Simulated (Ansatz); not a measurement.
# ZrB2: optical spectrum from first principles

Aim: the dielectric function of ZrB2, and the optical constants that follow from it.

Method: DFT, PBE, plane-wave PAW, default files, scalar-relativistic, independent-particle optical response without local fields, in Ansatz 0.2.0.

### 1. The starting structure

It takes space group P6/mmm (No. 191, hexagonal). Conventional cell: a = 3.170 Å, b = 3.170 Å, c = 3.533 Å, α = 90.00°, β = 90.00°, γ = 120.00°. Nearest to Zr lie 12 B at 2.54 Å. Nearest to B lie 3 B at 1.83 Å and 6 Zr at 2.54 Å. Farther neighbours are not listed.

### 2. Ground state and bands

The self-consistent density comes first; it also tells whether there is a gap, which decides the occupations and the need for a Drude term.

This step: DFT, PBE, plane-wave PAW, default files, scalar-relativistic, ground state (Ansatz 0.2.0).

Contents of input.yaml:

```yaml
crystal:
  lattice:
    - [3.17, 0.0, 0.0]
    - [-1.585, 2.74530053, 0.0]
    - [0.0, 0.0, 3.533]
  atoms:
    - { symbol: Zr, position: [0.0, 0.0, 0.0] }
    - { symbol: B, position: [0.6666666667, 0.3333333333, 0.5] }
    - { symbol: B, position: [0.3333333333, 0.6666666667, 0.5] }
kpoints:
  mp_grid: { grid: [9, 9, 7] }
  band_path:
    path:
      - [[0.0, 0.0, 0.0], [0.5, 0.0, 0.0], [0.33333333, 0.33333333, 0.0], [0.0, 0.0, 0.0], [0.0, 0.0, 0.5], [0.5, 0.0, 0.5], [0.33333333, 0.33333333, 0.5], [0.0, 0.0, 0.5]]
      - [[0.5, 0.0, 0.5], [0.5, 0.0, 0.0]]
      - [[0.33333333, 0.33333333, 0.0], [0.33333333, 0.33333333, 0.5]]
    npoints: 5
scf:
  occupations: { method: fermi_dirac, width: 0.05 }
  n_extra_bands: 7
hamiltonian:
  xc: pbe
  pseudopotentials: { kind: paw }
output:
  forces: true
  stress: true
  populations: true
  write_bands: true
```

Run with:

```console
$ ansatz run input.yaml --threads 4 --pin off --max-ram 8192MiB --backend cpu --events-out ev --progress --plain --runs-dir out
```

Numbers of over 12 decimals in the logs are rounded to 6 here.

Output:

```text
scf.n_extra_bands = 7 over 9 filled bands (N_el = 18.0): the run solves 16 bands
Engine: ansatz 0.2.0, x86_64-unknown-linux-gnu
Pseudopotentials: kind: paw
Pseudopotential: Zr, paw, valence charge 12, recommended cutoff 420 eV (normal), Zr.paw.azcp
Pseudopotential: B, paw, valence charge 3, recommended cutoff 420 eV (normal), B.paw.azcp
Functional definition: PBE
  parameter kappa = 0.804
  parameter beta = 0.066725
  exchange = pbe_x(kappa = kappa, mu = beta*pi^2/3)
  correlation = pbe_c(beta = beta)
Crystal: 3 atoms, lattice volume = 30.746 Å³
Basis set: ecut = 420 eV, 575 PW (Γ), exchange–correlation on 48×48×48 points (8 copies of the dense FFT grid, shifted against one another)
Bands: 16, of which v1, the nominal top of the filled ones, is band 9 counted from 1 (8 counted from 0)
Symmetry: 24 space group operations
Space group: P6/mmm (ITA 191), of the structure as read, at distance tolerance 3.1e-5 Å
k-points: 48 of 567
Non-local potential: Zr, projectors of the file, l = 0: 3, l = 1: 2, l = 2: 2, l = 3: 2
Non-local potential: B, projectors of the file, l = 0: 2, l = 1: 2, l = 2: 1
PAW form: soft (Blöchl's): semilocal exchange-correlation on the pseudo side does not see the compensation charge
PAW one-centre angular grid: Zr, 590 points (default); XC on 64 Gauss nodes
PAW one-centre angular grid: B, 110 points (default); XC on 64 Gauss nodes
Initial density: superposition of atomic densities (neutral atoms: chi_scale 0, normalization atom), corrected by the library's trained network
Initial wavefunctions: pseudopotential atomic-orbital guess
Functional: x = pbe(κ = 0.804, μ = 0.219515), c = pbe(β = 0.066725)
SCF iter   1: F=—  HF=-4498.712170 eV  |F-HF|=—  |Δ(HF+E_count)|=         —  Δρ=1.51e-3  dr2=8.01e-4  ethr=1.77e-3  ⟨swp⟩=5.2  Hψ=3744  notcnv=0  defer=12
preconditioner: auto → none  [insulator: Δε(μ)=0.164 eV  Ē_g=10.793 eV  σ=0.050 eV  W_gap=0.66  n_scr=8 (ndim 8)  ℏωp=21.2 eV  f_vac=0.000  D(μ)=0.38/eV (n_scr^D=0)  ε∞_Penn≈4.8]
SCF iter   2: F=—  HF=-4498.711954 eV  |F-HF|=—  |Δ(HF+E_count)|=   2.16e-4  Δρ=6.78e-4  dr2=1.36e-4  ethr=4.45e-6  ⟨swp⟩=2.2  Hψ=1417  notcnv=0  defer=32
SCF iter   3: F=—  HF=-4498.711965 eV  |F-HF|=—  |Δ(HF+E_count)|=   1.13e-5  Δρ=1.38e-4  dr2=2.69e-6  ethr=7.54e-7  ⟨swp⟩=2.4  Hψ=988  notcnv=0  defer=32
SCF iter   4: F=—  HF=-4498.711978 eV  |F-HF|=—  |Δ(HF+E_count)|=   1.30e-5  Δρ=4.39e-5  dr2=1.97e-7  ethr=1.50e-8  ⟨swp⟩=2.5  Hψ=1100  notcnv=0  defer=32
iter 5 did not close the SCF: its close was put off for the readings that it lacked (scf_convergence_deferred on its scf_iter line)
SCF iter   5: F=-4498.711978 eV  HF=-4498.711978 eV  |F-HF|=4.70e-9  |Δ(HF+E_count)|=   1.26e-7  Δρ=5.99e-6  dr2=6.98e-9  ethr=1.10e-9  ⟨swp⟩=2.1  Hψ=1111  notcnv=0  defer=32
SCF iter   6: F=-4498.711978 eV  HF=-4498.711978 eV  |F-HF|=3.18e-10  |Δ(HF+E_count)|=   2.72e-9  Δρ=1.55e-6  dr2=4.93e-10  ethr=3.88e-11  ⟨swp⟩=4.5  Hψ=2868  notcnv=0
SCF 1 converged in 6 iterations: F = -4498.711978 eV  dr2 = 4.93e-10
  greatest PAW one-centre occupation: 0.996 electrons in one spin orbital (limit 2), on the Zr atom at site 0 (counted from 0), in its partial waves of l = 0
NSCF: frozen V_eff on 48 k-points
SCF converged after 6 iterations
Free energy (F): -4498.711978 eV
Harris-Foulkes:  -4498.711978 eV  (|F-HF|=3.18e-10)
Internal energy: -4498.708621 eV  (E = F + TS)
E sigma→0 (E₀):  -4498.710300 eV
Entropy (-TS):   -0.003357 eV (-1.119 meV/atom)
Fermi energy:    15.828390 eV
--- Per-component energies (eV) ---
  E_band       = -25.198162
  E_kinetic    = 435.208410
  E_local      = -556.569488  (includes V_loc(G=0)·N_el)
  E_nonlocal   = 100.581707
  E_hartree    = 176.114039
  E_xc         = -228.959998
  E_vxc        = -271.357163  (∫ρ·V_xc dr)
  E_paw        = -3110.898687  (= ΣΔE_a)
  E_vpaw       = -85.289384  (= ΣTr[D̂ρ^β])
  E_aug_tail   = 0.000017  (compensation charges beyond the density's cutoff)
  E_ewald      = -1314.184620
  E_smearing   = -0.003357  (= −TS)
  E_closure    = 0.000000  (closes the sum)
  Σ components = -4498.711978   (vs F -4498.711978, Δ=0.00e0)
--- Forces (eV/Å), atoms counted from 1 ---
  atom   1  Zr    -0.00000000     0.00000000     0.00000000
  atom   2  B      0.00000000     0.00000000     0.00000000
  atom   3  B      0.00000000     0.00000000     0.00000000
  max |Σ_I F_I| component: 3.70e-17 eV/Å
--- Stress (GPa, compression-positive) ---
        0.805283      -0.000000       0.000000
        0.000000       0.805283       0.000000
        0.000000       0.000000       0.872835
  P = ⅓ Tr σ = 0.8278 GPa (8.278 kbar)
--- Band table (eV; the first three rows and the last of 48) ---
  k-point 0: bands = [... 5 lower, 13.1639, 13.1639, 13.2133, 13.4470, 19.1931, 19.1931, 19.9706, 19.9706, ... 3 higher]
  k-point 1: bands = [... 5 lower, 11.7834, 13.3546, 13.3546, 14.7899, 18.0442, 18.0442, 19.3770, 19.3770, ... 3 higher]
  k-point 2: bands = [... 5 lower, 10.2279, 13.9021, 13.9021, 16.2356, 16.8402, 16.8402, 18.0743, 18.0743, ... 3 higher]
  k-point 47: bands = [... 5 lower, 7.0876, 10.7477, 13.1223, 13.1223, 19.8424, 21.4109, 21.4109, 22.5052, ... 3 higher]
--- Löwdin populations: 3 sites ---
  site symbol       q [e]
     0     Zr     11.2651
     1      B      3.3515
     2      B      3.3515
  spilling = 0.001777 (of n_electrons = 18.000000)
```

It took 1.8 s on 4 threads of Intel Xeon at 2.50GHz (Skylake/Cascade Lake), shared host; peak memory 0.35 GiB; 4.6 s of CPU time.

Numbers from this step:

- free energy: -4498.7120 eV
- Fermi energy: 15.83 eV
- electrons: 18
- symmetry operations: 24
- pressure: 0.8278 GPa
- volume: 30.75 Å³
- gap on the path: 0 eV

There are states at the Fermi level within the smearing, so the occupations stay smeared and the carriers get a Drude term. The cell is left with a pressure of 0.8 GPa, as it stands unrelaxed at this level.

The electronic bands at the labelled points (eV, zero at the Fermi level; # counts the bands kept):

```tsv
point	#2	#3	#4	#5	#6	#7	#8	#9
Γ	-2.66	-2.66	-2.62	-2.38	3.37	3.37	4.14	4.14
0.40 of the way	-4.50	-3.06	-2.71	-2.08	2.18	2.94	3.29	3.89
M	-8.55	-3.93	-3.10	-2.71	2.20	2.27	4.89	4.96
0.40 of the way	-8.43	-4.66	-3.69	-1.19	-0.08	3.49	4.61	4.94
K	-7.82	-6.95	-2.48	-2.48	1.53	1.53	3.12	8.47
0.60 of the way	-4.76	-3.26	-3.18	-1.64	1.83	2.15	3.49	4.91
Γ	-2.66	-2.66	-2.62	-2.38	3.37	3.37	4.14	4.14
0.40 of the way	-4.68	-2.29	-2.29	-0.46	1.68	1.68	3.07	3.07
A	-6.99	-1.00	-1.00	0.29	0.29	0.75	0.75	1.80
0.40 of the way	-5.92	-3.98	-3.10	-1.12	1.84	2.23	2.38	3.24
L	-7.03	-4.65	-4.16	-2.04	3.71	4.04	5.27	6.20
0.60 of the way	-7.82	-4.87	-3.36	-2.38	3.90	5.34	5.74	6.20
H	-8.78	-4.96	-2.71	-2.71	4.05	5.99	5.99	6.53
0.40 of the way	-6.20	-4.39	-4.25	-2.39	2.96	4.11	4.14	5.20
A	-6.99	-1.00	-1.00	0.29	0.29	0.75	0.75	1.80
jump to L	-7.03	-4.65	-4.16	-2.04	3.71	4.04	5.27	6.20
0.40 of the way	-7.90	-4.21	-3.28	-2.61	1.70	4.75	5.13	6.16
M	-8.55	-3.93	-3.10	-2.71	2.20	2.27	4.89	4.96
jump to K	-7.82	-6.95	-2.48	-2.48	1.53	1.53	3.12	8.47
0.60 of the way	-8.48	-5.73	-2.68	-2.68	3.73	4.04	4.04	7.17
H	-8.78	-4.96	-2.71	-2.71	4.05	5.99	5.99	6.53
```

### 3. Spectrum

With the density converged, the vertical transitions are summed over the zone.

This step: DFT, PBE, plane-wave PAW, default files, scalar-relativistic, independent-particle optical response without local fields (Ansatz 0.2.0).

input.yaml, the sections that differ from step 2:

```yaml
kpoints:
  mp_grid: { grid: [11, 11, 9] }
scf:
  occupations: { method: fermi_dirac, width: 0.05 }
output:
  optics:
    e_range: [0, 14]
    de: 0.05
    sigma: 0.1
    drude_damping: 0.05
    nscf_kmesh: { grid: [15, 15, 11] }
    bands: { spectra_wanted_up_to: 14 }
# crystal, hamiltonian: as in step 2
```

Output:

```text
[...]
Crystal: 3 atoms, lattice volume = 30.746 Å³
Basis set: ecut = 420 eV, 575 PW (Γ)
Bands: 13, of which v1, the nominal top of the filled ones, is band 9 counted from 1 (8 counted from 0)
[... 1 set-up line as in the run before ...]
[...]
k-points: 80 of 1089
[...]
SCF iter   1: F=—  HF=-4498.724998 eV  |F-HF|=—  |Δ(HF+E_count)|=         —  Δρ=1.47e-3  dr2=4.70e-4  ethr=1.77e-3  ⟨swp⟩=5.0  Hψ=5106  notcnv=0
[...]
SCF iter   7: F=-4498.724964 eV  HF=-4498.724964 eV  |F-HF|=1.82e-12  |Δ(HF+E_count)|=  3.64e-11  Δρ=1.77e-7  dr2=3.63e-12  ethr=1.00e-12  ⟨swp⟩=3.0  Hψ=2643  notcnv=0
SCF 1 converged in 7 iterations: F = -4498.724964 eV  dr2 = 3.63e-12
[...]
NSCF: frozen V_eff on 162 k-points
output.optics: what the bands over the 23 summed would add to eps1, eps2 and the energy-loss function is held between a lower and an upper bound (6 Lanczos steps). eps1, eps2 and their loss function (loss_summed_bands) are given on every row as the summed bands alone make them. Along an axis, on a row where the two bounds hold the loss function to about 1 % of the greater of itself and 0.5 % of |1/eps|, its cell (loss_completed) is given, with the completed eps1 and eps2 that it is formed of (a cell that is left empty reads nan in the table and null in the record). The two bounds hold it so along every axis on all 280 rows up to 14.000 eV. [rest of the remark cut]
SCF converged after 7 iterations
Free energy (F): -4498.724964 eV
[...]
Internal energy: -4498.723557 eV  (E = F + TS)
E sigma→0 (E₀):  -4498.724260 eV
Entropy (-TS):   -0.001407 eV (-0.469 meV/atom)
Fermi energy:    15.734153 eV
[...]
--- Band table (eV; the first three rows and the last of 80) ---
  k-point 0: bands = [... 5 lower, 13.1648, 13.1648, 13.2104, 13.4485, 19.1887, 19.1887, 19.9677, 19.9677]
  k-point 1: bands = [... 5 lower, 12.1322, 13.2806, 13.2806, 14.4698, 18.3627, 18.3627, 19.5955, 19.5955]
  k-point 2: bands = [... 5 lower, 10.9057, 13.6201, 13.6201, 15.5925, 17.3127, 17.3127, 18.6869, 18.6869]
  k-point 79: bands = [... 5 lower, 7.5046, 10.8193, 12.9183, 13.2441, 19.7966, 21.4507, 21.4744, 22.3733]
```

The job ended after 2.1 min (4 threads; peak memory 1.3 GiB; 8.1 min of CPU time).

Numbers from this step:

| Property | Result |
| --- | --- |
| main peak of the optical conductivity above 1 eV, first axis | 9.032 eV |
| Drude plasma energy, first axis | 4.454 eV |
| bands summed | 23 |
| spectra valid up to | 19.55 eV |
| program's estimate of the k-sum error in Im epsilon | 0.16 % |
| electrons in the f-sum | 15.39 |

The Im ε by photon energy; read off at these points:

```tsv
photon energy (eV)	E ∥ x or y	E ∥ z
0.5	32.2	27.0
1.0	32.2	27.3
1.5	28.0	27.8
2.0	22.4	23.2
2.5	16.9	18.4
3.0	13.7	14.4
3.5	12.1	13.4
4.0	11.3	13.2
4.5	9.20	10.2
5.0	8.38	8.89
5.5	8.92	9.23
6.0	8.43	8.17
6.5	7.69	7.64
7.0	8.18	8.93
7.5	8.42	10.6
8.0	7.58	7.73
8.5	8.07	10.2
9.0	8.24	6.91
9.5	6.80	6.01
10.0	7.37	5.48
10.5	5.35	4.30
11.0	3.57	2.86
11.5	3.45	2.32
12.0	2.96	2.37
12.5	2.49	1.97
13.0	2.10	1.63
13.5	1.90	1.56
14.0	1.64	1.50
```

The Re ε by photon energy:

```tsv
photon energy (eV)	E ∥ x or y	E ∥ z
0.5	-36.4	-30.1
1.0	5.79	10.2
1.5	3.62	7.42
2.0	2.31	4.35
2.5	-0.676	0.830
3.0	0.532	1.45
3.5	1.28	2.66
4.0	0.768	1.91
4.5	0.517	-2.27
5.0	1.93	0.417
5.5	0.897	0.326
6.0	0.773	1.03
6.5	1.11	1.33
7.0	1.33	2.34
7.5	0.0271	0.0149
8.0	0.0995	-1.89
8.5	-0.306	-1.46
9.0	-1.49	-4.30
9.5	-1.49	-2.36
10.0	-2.84	-4.24
10.5	-4.10	-4.13
11.0	-3.52	-3.72
11.5	-2.85	-2.78
12.0	-2.88	-2.48
12.5	-2.61	-2.25
13.0	-2.33	-1.92
13.5	-2.28	-1.92
14.0	-2.01	-1.71
```

Refractive index n and extinction k against photon energy:

```tsv
photon energy (eV)	n, E ∥ x or y	k, E ∥ x or y	n, E ∥ z	k, E ∥ z
0.5	2.47	6.52	2.27	5.94
1.0	4.39	3.67	4.44	3.08
1.5	3.99	3.51	4.25	3.27
2.0	3.52	3.18	3.74	3.10
2.5	2.85	2.97	3.11	2.97
3.0	2.67	2.57	2.82	2.55
3.5	2.59	2.34	2.86	2.35
4.0	2.46	2.30	2.76	2.39
4.5	2.21	2.08	2.02	2.52
5.0	2.29	1.83	2.16	2.06
5.5	2.22	2.01	2.19	2.11
6.0	2.15	1.96	2.15	1.90
6.5	2.11	1.82	2.13	1.79
7.0	2.19	1.87	2.41	1.86
7.5	2.05	2.05	2.31	2.30
8.0	1.96	1.93	1.74	2.22
8.5	1.97	2.05	2.11	2.43
9.0	1.86	2.22	1.39	2.49
9.5	1.65	2.06	1.43	2.10
10.0	1.59	2.32	1.16	2.36
10.5	1.15	2.33	0.957	2.25
11.0	0.864	2.07	0.697	2.05
11.5	0.903	1.91	0.648	1.79
12.0	0.790	1.87	0.690	1.72
12.5	0.706	1.76	0.609	1.62
13.0	0.634	1.65	0.548	1.49
13.5	0.586	1.62	0.527	1.48
14.0	0.539	1.52	0.531	1.41
```

The reflectivity at normal incidence has structure finer than the step of the table below, so its rows give means over 0.5 eV, whole bins alone (the curve runs from 0.3 to 14 eV). Peaks (eV: height): E ∥ x or y 5.30: 39.5, 9.15: 46.2, 10.80: 56.8, 13.60: 54.8; E ∥ z 4.40: 51.2, 7.85: 46.6, 9.05: 53.6, 10.90: 61.0, 13.55: 53.7.

The reflectivity at normal incidence by photon energy; means over each step:

```tsv
photon energy (eV)	E ∥ x or y (%)	E ∥ z (%)
1.0	58.9	55.0
1.5	56.9	55.3
2.0	54.4	53.5
2.5	51.9	51.5
3.0	46.8	46.6
3.5	43.7	44.1
4.0	42.9	44.9
4.5	39.6	46.7
5.0	36.7	39.3
5.5	38.3	38.9
6.0	37.3	36.4
6.5	35.2	34.6
7.0	35.9	36.3
7.5	38.9	43.2
8.0	37.8	43.3
8.5	39.9	45.7
9.0	43.6	52.6
9.5	42.3	46.3
10.0	47.9	53.6
10.5	54.5	56.5
11.0	54.7	60.3
11.5	50.9	56.2
12.0	52.7	53.1
12.5	53.1	54.1
13.0	52.6	52.3
13.5	53.6	52.4
```

The loss function −Im 1/ε at q → 0 by energy loss; read off at these points:

```tsv
energy loss (eV)	E ∥ x or y	E ∥ z
0.50	0.0137	0.0165
1.00	0.0301	0.0321
1.50	0.0351	0.0336
2.00	0.0441	0.0417
2.50	0.0589	0.0541
3.00	0.0727	0.0687
3.50	0.0816	0.0718
4.00	0.0883	0.0741
4.50	0.108	0.0935
5.00	0.113	0.112
5.50	0.111	0.108
6.00	0.118	0.120
6.50	0.127	0.127
7.00	0.119	0.105
7.50	0.119	0.0941
8.00	0.132	0.122
8.50	0.124	0.0957
9.00	0.118	0.104
9.40	0.143	0.147
9.50	0.140	0.144
10.00	0.118	0.114
10.50	0.118	0.121
11.00	0.142	0.130
11.50	0.172	0.177
12.00	0.173	0.201
12.50	0.192	0.220
13.00	0.213	0.258
13.50	0.216	0.256
13.90	0.243	0.302
14.00	0.243	0.289
```

From ε follow the optical constants at some laser and lamp lines:

```tsv
wavelength (nm)	n xy	k xy	R (%) xy	1/α xy	n z	k z	R (%) z	1/α z
1550	4.13	3.870	60.0	32 nm	4.05	3.315	55.6	37 nm
800	3.92	3.480	56.8	18 nm	4.18	3.256	55.3	20 nm
633	3.54	3.194	54.1	16 nm	3.77	3.108	53.5	16 nm
532	3.05	3.210	54.3	13 nm	3.34	3.112	53.2	14 nm
405	2.65	2.536	46.3	13 nm	2.81	2.511	46.0	13 nm
365	2.59	2.363	43.9	12 nm	2.83	2.333	43.7	12 nm
248	2.29	1.827	35.3	11 nm	2.16	2.060	39.3	9.6 nm
```

In reflection the computed colour is light grey: x = 0.320, y = 0.341, luminous reflectivity 54 %.

### 4. What came out

| Item | Value |
| --- | --- |
| gap on the path | 0 eV |
| main peak of the optical conductivity above 1 eV, first axis | 9.03 eV |
| Drude plasma energy, first axis | 4.45 eV |

**Reading.** At this level (PBE, independent particles) ZrB2 is a metal with a Drude plasma energy of 4.5 eV along x, 4.5 eV along y and 4.2 eV along z; it reflects 55 % at 550 nm for E ∥ x. Along x the bare Drude plasma energy is 4.5 eV; Re ε first rises through zero at 0.76 eV, far lower, because interband transitions screen the carriers. Im ε is 32 there, so the loss peak at that energy is weak. In reflection the computed colour is light grey: x = 0.320, y = 0.341, luminous reflectivity 54 %. In the base run ε includes the program's bounded estimate of what the bands above those summed add. The carriers' damping of 0.05 eV is typed, not computed; at 0.8 eV the carriers give 6 % of Im ε along the first axis; the rest comes from the sum over bands, which at low energy also holds close bands and the noise of the mesh. The Fermi-Dirac width of 0.05 eV acts as an electron temperature of 580 K in the carriers' term.

[Logs are printed without paths, hosts, clocks, repeated set-up lines and the standing remarks that a program may print on its own settings, such as how far it seeks lower states.]

[Hosts, paths, dates, database ids (printed as entryN), source tags and the programs' standing remarks are cut or masked in the printed files.]
